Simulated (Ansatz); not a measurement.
The compound is KNiF3 (cubic perovskite) (Pm-3m).

```xyz
5
Lattice="0.0000 -3.8750 0.0000 0.0000 0.0000 3.8750 -3.8750 0.0000 0.0000" Properties=species:S:1:pos:R:3 pbc="T T T"
K     0.0000    0.0000    0.0000
Ni   -1.9375   -1.9375    1.9375
F     0.0000   -1.9375    1.9375
F    -1.9375   -1.9375    0.0000
F    -1.9375    0.0000    1.9375
```

The structure was relaxed with LDA. The structure type comes from a generator and need not be one that this composition takes. The structure was generated from a model, not taken from a measurement. The runs that relaxed it are not among those shown. The program's search for lower electronic states was switched off, so nothing shows that the state found is the lowest. PAW set soft_2, made with PBE.

A constrained-RPA run (Ansatz 0.2.0; non-magnetic LDA; Ni d + anion p, bands v13 to c1, 6×6×6 mesh, medium accuracy) builds 14 functions on bands 10 eV wide, with 26.0 electrons in the window. The bare on-site interaction is 26.6 eV and the bare J 0.93 eV.

Question: What U and J survive the screening?

On the Ni d shell, U = 11.31 eV (42 % of the bare value), U′ = 9.75 eV, J = 0.79 eV.

The parent state is non-magnetic and the interaction static (zero frequency); U depends on the window and the orbitals, so it belongs to this model alone. A window that holds the anion p bands defines a model with explicit ligands; its U belongs to that model and is not the U of DFT+U.

[Paths, hosts, dates, memory and timing lines, banners, echoed tables and standing remarks are left out of the program output.]

[Logs are printed without paths, hosts, clocks, repeated set-up lines and the standing remarks that a program may print on its own settings, such as how far it seeks lower states.]

[Runs of the session that timed out or met a known fault of the program may be left out.]

[Hosts, paths, dates, database ids (printed as entryN), source tags and the programs' standing remarks are cut or masked in the printed files.]
